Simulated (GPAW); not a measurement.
# AlN: optical spectrum from first principles

Wanted: where AlN starts to absorb, how strongly, and its refractive index. The cell comes from an older database entry, whose edges can differ from later determinations, mostly by under a per cent.

Method: DFT, LDA, plane-wave PAW (GPAW data sets), scalar-relativistic, RPA, optical limit, in GPAW 26.7.0.

The database entry behind the starting cell differs from later determinations by our own check (inner coordinate u about 0.002 short), so it need not match the best structure at ambient conditions.

## Step 1: Starting point

It takes space group P6_3mc (No. 186, hexagonal). Conventional cell: a = 3.113 Å, b = 3.113 Å, c = 4.981 Å, α = 90.00°, β = 90.00°, γ = 120.00°. Nearest to Al lie 4 N at 1.89 Å. N has 4 Al at 1.89 Å nearest. Farther neighbours and most contacts between anions are not listed.

Coordinates:

```cif
data_structure
_symmetry_space_group_name_H-M 'P 1'
_symmetry_Int_Tables_number 1
_cell_length_a 3.1130
_cell_length_b 3.1130
_cell_length_c 4.9810
_cell_angle_alpha 90.000
_cell_angle_beta 90.000
_cell_angle_gamma 120.000
_cell_volume 41.80
loop_
_atom_site_label
_atom_site_type_symbol
_atom_site_fract_x
_atom_site_fract_y
_atom_site_fract_z
_atom_site_occupancy
Al1 Al 0.66667 0.33333 0.50000 1
Al2 Al 0.33333 0.66667 0.00000 1
N3 N 0.66667 0.33333 0.88000 1
N4 N 0.33333 0.66667 0.38000 1
```

## Step 2: Bands for the response

The response needs many more empty bands than the density does.

This step: DFT, LDA, plane-wave PAW (GPAW data sets), scalar-relativistic, bands at fixed density (GPAW 26.7.0).

File nscf.py:

```python
from ase.dft.bandgap import bandgap
from gpaw import GPAW, FermiDirac

calc = GPAW('gs.gpw').fixed_density(kpts={'size': (12, 12, 6), 'gamma': True}, nbands=47, convergence={'bands': 41},
                                    occupations=FermiDirac(0.001), txt='nscf.txt')
print('gap (eV)', bandgap(calc, output=None)[0])
print('direct gap (eV)', bandgap(calc, direct=True, output=None)[0])
print('top band over the Fermi level (eV)', min(calc.get_eigenvalues(kpt=k)[40] for k in range(len(calc.get_ibz_k_points()))) - calc.get_fermi_level())
calc.write('full.gpw', mode='all')
```

The run is started by

```console
$ OMP_NUM_THREADS=1 python nscf.py
```

Numbers of over 12 decimals in the logs are rounded to 6 here.

What it wrote:

```text
Diagonalizing LCAO Hamiltonian
Converting LCAO to pw mode
convergence criteria:
- Maximum integral of absolute [eigenst]ate change: 4e-08 eV^2 / valence electron
maximum number of iterations: 150

SCF iterations
|iter     |      energy | eigst |  dens |
|iter:   1||             | +3.70 |       |
|iter:   2||             | +2.46 |       |
|iter:   3||             | +1.46 |       |
|iter:   4||             | +0.24 |       |
|iter:   5||             | -0.88 |       |
|iter:   6||             | -1.88 |       |
|iter:   7||             | -2.74 |       |
|iter:   8||             | -3.64 |       |
|iter:   9||             | -4.52 |       |
|iter:  10||             | -5.43 |       |
|iter:  11||             | -6.30 |       |
|iter:  12||             | -7.02 |       |
|iter:  13||             | -7.40 |       |
|iter:  14||             | -7.80c|       |
SCF steps: 14
  __  _  _
 | _ |_)|_||  |
 |__||  | ||/\| - 26.7.0

Versions:
  Python: 3.12.14
  ASE:    3.29.0
  Numpy:  2.5.5
  Scipy:  1.18.1
  Libxc:  7.0.0

Input parameters:
  mode=PW(ecut=500.0),
  convergence={'bands': 41},
  gpts=array([18, 18, 27]),
  kpts=MonkhorstPack(size=(12, 12, 6), gamma=True),
  maxiter=150,
  nbands=47,
  occupations=Occupations(name='fermi-dirac', width=0.001, fixmagmom=False),
  parallel={},
  xc=XC(name='LDA')

--- standard output ---
gap (eV) 4.179112
direct gap (eV) 4.179112
top band over the Fermi level (eV) 38.638553
```

Run time: 2.3 min. Hardware: 1 thread of Arm Neoverse V1, shared host; peak memory 0.25 GiB.

Read-outs, printed or worked out from the files:

```
gap on the k-mesh      : 4.179 eV
direct gap on the mesh : 4.179 eV
```

## Step 3: Dielectric function, RPA

Local fields let the induced charge screen the field inside the cell, which as a rule lowers ε, most along directions where the density is uneven.

This step: DFT, LDA, plane-wave PAW (GPAW data sets), scalar-relativistic, RPA, optical limit (GPAW 26.7.0).

File df.py:

```python
from gpaw.response.df import DielectricFunction

df = DielectricFunction('full.gpw', frequencies={'type': 'nonlinear', 'domega0': 0.03, 'omega2': 8},
                        ecut=50,
                        eta=0.15,
                        nbands=41,
                        txt='df.txt')
for direction in ['x', 'z']:
    df.get_dielectric_function(xc='RPA', direction=direction, filename=f'df_{direction}.csv')
```

The run is started by

```console
$ OMP_NUM_THREADS=1 python df.py
```

What it wrote:

```text
Using integrator: PointIntegrator
NonLinearFrequencyDescriptor(from 0.000 to 61.537 eV, 491 points)
Nonperiodic BCs:  [False False False]
Using integrator: PointIntegrator
NonLinearFrequencyDescriptor(from 0.000 to 61.537 eV, 491 points)
Nonperiodic BCs:  [False False False]

Calculating chi0 body with:
    Ground state adapter containing:
    Number of spins: 1
    Number of kpoints: 864
    Number of irreducible kpoints: 100
    Number of completely occupied states: 8
    Number of partially occupied states: 8

    Linear response parametrization:
    q_c: [0.0, 0.0, 0.0]
    Number of frequency points: 491
    Planewave cutoff: 50.0
    Number of bands: 41
    Number of planewaves: 35
    Broadening (eta): 0.15

Integrating chi0 body.

Symmetries of q_c:
    Direct symmetries (Uq -> q): 6
    Indirect symmetries (TUq -> q): 6
In total 12 allowed symmetries.

100 groups of equivalent kpoints. 88.425926% reduction.

Integral kind: spectral function

Calculating chi0 optical extensions with:
    Ground state adapter containing:
    Number of spins: 1
    Number of kpoints: 864
    Number of irreducible kpoints: 100
    Number of completely occupied states: 8
    Number of partially occupied states: 8

    Linear response parametrization:
    Number of frequency points: 491
    Planewave cutoff: 50.0
    Number of bands: 41
    Number of planewaves: 35
    Broadening (eta): 0.15
Integrating chi0 head and wings.

Symmetries of q_c:
    Direct symmetries (Uq -> q): 6
    Indirect symmetries (TUq -> q): 6
In total 12 allowed symmetries.

100 groups of equivalent kpoints. 88.425926% reduction.

Integral kind: spectral function wings
```

Run time: 15 s. Hardware: 1 thread; peak memory 0.23 GiB.

Read-outs, printed or worked out from the files:

* electronic dielectric constant ε∞, mean over x, y and z (by symmetry where fewer were run): 4.426
* main peak of Im epsilon, first axis: 7.800 eV

Values under the direct gap are tails of Lorentzian lines. The Im ε by photon energy; read off at these points:

| photon energy (eV) | E ∥ x | E ∥ z |
| --- | --- | --- |
| 0.000 | 0 | 0 |
| 0.250 | 0.00358 | 0.00414 |
| 0.500 | 0.00722 | 0.00834 |
| 0.750 | 0.0110 | 0.0127 |
| 1.000 | 0.0149 | 0.0172 |
| 1.250 | 0.0190 | 0.0221 |
| 1.500 | 0.0235 | 0.0274 |
| 1.750 | 0.0284 | 0.0332 |
| 2.000 | 0.0338 | 0.0397 |
| 2.250 | 0.0400 | 0.0472 |
| 2.500 | 0.0471 | 0.0559 |
| 2.750 | 0.0554 | 0.0664 |
| 3.000 | 0.0656 | 0.0796 |
| 3.250 | 0.0785 | 0.0968 |
| 3.500 | 0.0957 | 0.121 |
| 3.750 | 0.121 | 0.163 |
| 4.000 | 0.168 | 0.272 |
| 4.250 | 0.311 | 0.453 |
| 4.500 | 0.417 | 0.753 |
| 4.750 | 0.808 | 0.928 |
| 5.000 | 0.928 | 0.754 |
| 5.250 | 1.56 | 1.68 |
| 5.500 | 1.24 | 1.74 |
| 5.750 | 1.84 | 2.79 |
| 6.000 | 3.08 | 5.06 |
| 6.250 | 3.26 | 5.09 |
| 6.500 | 4.68 | 8.23 |
| 6.750 | 5.97 | 8.93 |
| 6.820 | 5.93 | 9.02 |
| 7.000 | 6.29 | 8.62 |
| 7.250 | 6.42 | 7.36 |
| 7.500 | 7.68 | 7.10 |
| 7.750 | 8.42 | 5.89 |
| 7.788 | 8.50 | 5.75 |
| 8.000 | 7.14 | 4.93 |
| 8.250 | 6.01 | 3.82 |
| 8.454 | 6.95 | 3.77 |
| 8.500 | 6.87 | 3.69 |
| 8.750 | 5.32 | 3.54 |
| 9.000 | 4.45 | 3.60 |
| 9.250 | 4.13 | 5.65 |
| 9.350 | 4.16 | 5.96 |
| 9.500 | 3.96 | 5.34 |
| 9.750 | 3.99 | 4.93 |
| 10.000 | 3.76 | 4.50 |
| 10.250 | 3.71 | 4.77 |
| 10.500 | 3.83 | 3.95 |
| 10.750 | 4.44 | 3.50 |
| 11.000 | 3.57 | 3.02 |
| 11.250 | 3.63 | 3.44 |
| 11.500 | 3.86 | 4.18 |
| 11.750 | 4.02 | 4.76 |
| 12.000 | 4.02 | 4.83 |
| 12.250 | 4.50 | 4.61 |
| 12.342 | 4.63 | 4.49 |
| 12.500 | 4.45 | 4.11 |
| 12.750 | 3.96 | 3.60 |
| 13.000 | 4.31 | 4.35 |
| 13.250 | 3.54 | 3.42 |
| 13.500 | 3.51 | 3.04 |
| 13.750 | 3.21 | 2.63 |

Re ε against photon energy:

| photon energy (eV) | E ∥ x | E ∥ z |
| --- | --- | --- |
| 0.0 | 4.36 | 4.56 |
| 0.5 | 4.37 | 4.57 |
| 1.0 | 4.41 | 4.62 |
| 1.5 | 4.47 | 4.69 |
| 2.0 | 4.57 | 4.80 |
| 2.5 | 4.70 | 4.96 |
| 3.0 | 4.88 | 5.18 |
| 3.5 | 5.15 | 5.50 |
| 4.0 | 5.55 | 6.03 |
| 4.5 | 6.03 | 6.69 |
| 5.0 | 6.48 | 7.15 |
| 5.5 | 6.88 | 7.98 |
| 6.0 | 7.58 | 8.57 |
| 6.5 | 8.20 | 8.27 |
| 7.0 | 6.32 | 3.36 |
| 7.5 | 5.30 | 1.64 |
| 8.0 | 1.26 | 0.250 |
| 8.5 | 0.969 | 1.51 |
| 9.0 | 0.225 | 2.94 |
| 9.5 | 0.922 | 1.29 |
| 10.0 | 1.09 | 0.911 |
| 10.5 | 1.53 | 0.309 |
| 11.0 | 0.622 | 0.847 |
| 11.5 | 1.07 | 1.59 |
| 12.0 | 0.870 | 0.465 |
| 12.5 | -0.183 | -0.783 |
| 13.0 | -0.567 | -0.678 |
| 13.5 | -0.778 | -1.28 |

Refractive index n and extinction k against photon energy:

| photon energy (eV) | n, E ∥ x | k, E ∥ x | n, E ∥ z | k, E ∥ z |
| --- | --- | --- | --- | --- |
| 0.0 | 2.09 | 0 | 2.14 | 0 |
| 0.5 | 2.09 | 0.00173 | 2.14 | 0.00195 |
| 1.0 | 2.10 | 0.00354 | 2.15 | 0.00401 |
| 1.5 | 2.11 | 0.00555 | 2.17 | 0.00632 |
| 2.0 | 2.14 | 0.00791 | 2.19 | 0.00906 |
| 2.5 | 2.17 | 0.0109 | 2.23 | 0.0126 |
| 3.0 | 2.21 | 0.0149 | 2.28 | 0.0175 |
| 3.5 | 2.27 | 0.0211 | 2.35 | 0.0259 |
| 4.0 | 2.36 | 0.0357 | 2.46 | 0.0553 |
| 4.5 | 2.46 | 0.0848 | 2.59 | 0.145 |
| 5.0 | 2.55 | 0.182 | 2.68 | 0.141 |
| 5.5 | 2.63 | 0.236 | 2.84 | 0.306 |
| 6.0 | 2.81 | 0.549 | 3.04 | 0.832 |
| 6.5 | 2.97 | 0.788 | 3.16 | 1.30 |
| 7.0 | 2.76 | 1.14 | 2.51 | 1.72 |
| 7.5 | 2.70 | 1.42 | 2.11 | 1.68 |
| 8.0 | 2.06 | 1.73 | 1.61 | 1.53 |
| 8.5 | 1.99 | 1.73 | 1.66 | 1.11 |
| 9.0 | 1.53 | 1.45 | 1.95 | 0.924 |
| 9.5 | 1.58 | 1.25 | 1.84 | 1.45 |
| 10.0 | 1.58 | 1.19 | 1.66 | 1.36 |
| 10.5 | 1.68 | 1.14 | 1.46 | 1.35 |
| 11.0 | 1.46 | 1.23 | 1.41 | 1.07 |
| 11.5 | 1.59 | 1.21 | 1.74 | 1.20 |
| 12.0 | 1.58 | 1.27 | 1.63 | 1.48 |
| 12.5 | 1.46 | 1.52 | 1.30 | 1.58 |
| 13.0 | 1.38 | 1.57 | 1.37 | 1.59 |
| 13.5 | 1.19 | 1.48 | 1.01 | 1.51 |

The reflectivity at normal incidence has structure finer than the step of the table below, so its rows give means over 0.5 eV, whole bins alone (the curve runs from 0 to 14.0 eV). Peaks (eV: height): E ∥ x 7.91: 34.8, 8.58: 33.7, 10.81: 25.8, 13.17: 34.3, 13.77: 34.2; E ∥ z 6.93: 34.4, 9.35: 28.4, 10.31: 28.6, 12.50: 33.1, 13.25: 38.4.

The reflectivity at normal incidence by photon energy; means over each step:

| photon energy (eV) | E ∥ x (%) | E ∥ z (%) |
| --- | --- | --- |
| 0.5 | 12.5 | 13.2 |
| 1.0 | 12.6 | 13.3 |
| 1.5 | 12.8 | 13.6 |
| 2.0 | 13.1 | 13.9 |
| 2.5 | 13.6 | 14.5 |
| 3.0 | 14.2 | 15.2 |
| 3.5 | 15.1 | 16.2 |
| 4.0 | 16.4 | 17.7 |
| 4.5 | 18.0 | 19.3 |
| 5.0 | 19.6 | 21.0 |
| 5.5 | 20.8 | 24.0 |
| 6.0 | 24.0 | 28.0 |
| 6.5 | 27.2 | 32.6 |
| 7.0 | 28.3 | 33.9 |
| 7.5 | 31.0 | 32.1 |
| 8.0 | 32.3 | 27.7 |
| 8.5 | 31.5 | 19.9 |
| 9.0 | 27.5 | 20.0 |
| 9.5 | 23.3 | 27.3 |
| 10.0 | 22.0 | 26.4 |
| 10.5 | 21.9 | 26.4 |
| 11.0 | 22.9 | 19.7 |
| 11.5 | 22.4 | 22.5 |
| 12.0 | 24.2 | 28.8 |
| 12.5 | 29.0 | 31.6 |
| 13.0 | 31.6 | 33.1 |
| 13.5 | 32.7 | 36.5 |

The loss function −Im 1/ε at q → 0 has structure finer than the step of the table below, so its rows give means over 0.5 eV, whole bins alone (the curve runs from 0 to 14.0 eV). Peaks (eV: height): E ∥ x 10.31: 0.248, 11.03: 0.275; E ∥ z 8.15: 0.250, 10.95: 0.310, 12.75: 0.276.

Values under the direct gap are tails of Lorentzian lines. Loss function −Im 1/ε at q → 0 against energy loss; means over each step:

| energy loss (eV) | E ∥ x | E ∥ z |
| --- | --- | --- |
| 0.5 | 3.8e-4 | 4.0e-4 |
| 1.0 | 7.7e-4 | 8.1e-4 |
| 1.5 | 0.00118 | 0.00125 |
| 2.0 | 0.00162 | 0.00172 |
| 2.5 | 0.00214 | 0.00228 |
| 3.0 | 0.00276 | 0.00298 |
| 3.5 | 0.00365 | 0.00406 |
| 4.0 | 0.00583 | 0.00801 |
| 4.5 | 0.0125 | 0.0179 |
| 5.0 | 0.0242 | 0.0178 |
| 5.5 | 0.0281 | 0.0280 |
| 6.0 | 0.0418 | 0.0458 |
| 6.5 | 0.0551 | 0.0622 |
| 7.0 | 0.0801 | 0.101 |
| 7.5 | 0.0903 | 0.139 |
| 8.0 | 0.132 | 0.207 |
| 8.5 | 0.154 | 0.227 |
| 9.0 | 0.218 | 0.169 |
| 9.5 | 0.235 | 0.172 |
| 10.0 | 0.244 | 0.206 |
| 10.5 | 0.227 | 0.249 |
| 11.0 | 0.256 | 0.289 |
| 11.5 | 0.239 | 0.211 |
| 12.0 | 0.233 | 0.207 |
| 12.5 | 0.229 | 0.242 |
| 13.0 | 0.239 | 0.238 |
| 13.5 | 0.273 | 0.283 |

Optical constants at common wavelengths, from n + ik = √ε:

| wavelength (nm) | n x | k x | R (%) x | 1/α x | n z | k z | R (%) z | 1/α z |
| --- | --- | --- | --- | --- | --- | --- | --- | --- |
| 1550 | 2.10 | 0.003 | 12.5 | 44 µm | 2.14 | 0.003 | 13.2 | 39 µm |
| 800 | 2.12 | 0.006 | 12.8 | 11 µm | 2.17 | 0.007 | 13.6 | 9.7 µm |
| 633 | 2.13 | 0.008 | 13.1 | 6.5 µm | 2.19 | 0.009 | 13.9 | 5.7 µm |
| 405 | 2.22 | 0.015 | 14.3 | 2.1 µm | 2.28 | 0.018 | 15.3 | 1.8 µm |
| 365 | 2.25 | 0.020 | 14.9 | 1.5 µm | 2.33 | 0.024 | 15.9 | 1.2 µm |
| 308 | 2.36 | 0.037 | 16.4 | 660 nm | 2.46 | 0.059 | 17.9 | 413 nm |
| 193 | 2.94 | 0.706 | 26.6 | 22 nm | 3.20 | 1.128 | 32.3 | 14 nm |

Below the direct gap, k and the depth come from the tails of the Lorentzian lines, not from transitions.

Rows near the edge hang on the gap, which this functional as a rule makes too small, and phonon-assisted absorption is left out.

At 1064 nm the birefringence n(z) − n(x) is +0.050: the crystal is uniaxial positive at this level.

## Step 4: What came out

```
electronic dielectric constant ε∞, mean over x, y and z (by symmetry where fewer were run) (RPA) : 4.43
main peak of Im epsilon, first axis                                                              : 7.80 eV
```

What this shows: At this level (LDA, RPA) AlN has a mean ε∞ = 4.43 and n = 2.10 at 1550 nm (E ∥ x), and Im ε peaks at 7.8 eV (E ∥ x). On the mesh the gap is 4.18 eV and the least direct gap 4.18 eV. Local fields change the static value along x from 4.66 to 4.36 (-6 %). Distinct maxima of Im ε, read by a parabola through the highest points, lie at 7.80 eV (8.5), 8.46 eV (7.0), 10.72 eV (4.5) and 12.38 eV (4.6) for E ∥ x. The static values by axis are 4.36 (x), 4.56 (z). At 1064 nm the birefringence n(z) − n(x) is +0.050: the crystal is uniaxial positive at this level. Excitons and phonon-assisted transitions are missing; LDA gaps are as a rule too small, which pulls the onset down and ε∞ up. The sum runs over mesh points, so small or evenly spaced maxima can still be ripples of the mesh.

[Machine, clock and banner lines and Python warnings are left out of the logs.]

[Logs are printed without paths, hosts, clocks, repeated set-up lines and the standing remarks that a program may print on its own settings, such as how far it seeks lower states.]

[Hosts, paths, dates, database ids (printed as entryN), source tags and the programs' standing remarks are cut or masked in the printed files.]
